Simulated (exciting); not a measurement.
The S L₂,₃ edge of atom 3 in CsLuS2, space group R-3m, with 3 Lu at 2.71 Å (pyramidal, site symmetry 3m), was computed at 2 levels: exchange and screened direct term (singlet BSE) and independent particles. Common settings: exciting, all-electron LAPW+lo, LDA, 2×2×2 shifted k points, 55 conduction bands, |G+q| up to 3 bohr⁻¹ (2.5 in the exchange term), full RPA screening with nempty = 86, Lorentzian half width 0.45 eV.

Energy from the Kohn–Sham onset, core level to the lowest empty state found on the meshes used; all runs on one relative scale:

| E (eV) | run 1 | run 2 |
| --- | --- | --- |
| -3.0 | 0.02 | 0.04 |
| -2.5 | 0.02 | 0.05 |
| -2.0 | 0.02 | 0.06 |
| -1.5 | 0.03 | 0.09 |
| -1.0 | 0.03 | 0.16 |
| -0.5 | 0.04 | 0.24 |
| 0.0 | 0.06 | 0.33 |
| 0.5 | 0.10 | 0.46 |
| 1.0 | 0.14 | 0.62 |
| 1.5 | 0.18 | 0.71 |
| 2.0 | 0.25 | 0.83 |
| 2.5 | 0.32 | 0.84 |
| 3.0 | 0.37 | 0.76 |
| 3.5 | 0.48 | 0.74 |
| 4.0 | 0.52 | 0.65 |
| 4.5 | 0.53 | 0.61 |
| 5.0 | 0.57 | 0.67 |
| 5.5 | 0.53 | 0.70 |
| 6.0 | 0.54 | 0.76 |
| 6.5 | 0.50 | 0.91 |
| 7.0 | 0.52 | 0.99 |
| 7.5 | 0.54 | 1.10 |
| 8.0 | 0.60 | 1.18 |
| 8.5 | 0.64 | 1.32 |
| 9.0 | 0.71 | 1.43 |
| 9.5 | 0.75 | 1.61 |
| 10.0 | 0.87 | 1.70 |
| 10.5 | 0.96 | 1.77 |
| 11.0 | 1.09 | 1.65 |
| 11.5 | 1.21 | 1.66 |
| 12.0 | 1.27 | 1.61 |
| 12.5 | 1.44 | 1.55 |
| 13.0 | 1.53 | 1.51 |
| 13.5 | 1.55 | 1.67 |
| 14.0 | 1.49 | 1.58 |
| 14.5 | 1.53 | 1.51 |
| 15.0 | 1.57 | 1.46 |
| 15.5 | 1.50 | 1.43 |
| 16.0 | 1.50 | 1.40 |
| 16.5 | 1.55 | 1.39 |
| 17.0 | 1.60 | 1.31 |
| 17.5 | 1.58 | 1.08 |
| 18.0 | 1.67 | 1.12 |
| 18.5 | 1.55 | 1.05 |
| 19.0 | 1.55 | 1.01 |
| 19.5 | 1.37 | 1.17 |
| 20.0 | 1.36 | 1.21 |
| 20.5 | 1.43 | 1.22 |
| 21.0 | 1.56 | 1.15 |
| 21.5 | 1.51 | 1.10 |
| 22.0 | 1.53 | 0.94 |

Question: Which run is which, and why?

Run 1: independent particles; highest local maximum in the window at 18.0 eV. Run 2: exchange and screened direct term (singlet BSE); highest local maximum in the window at 10.4 eV. The attractive direct term pulls weight down: the curves pass 0.27 at 2.1 and -0.3 eV in the order of the runs. Fine structure above the first lines is partly noise of the 8-point mesh.

[Hosts, paths, dates, database ids (printed as entryN), source tags and the programs' standing remarks are cut or masked in the printed files.]
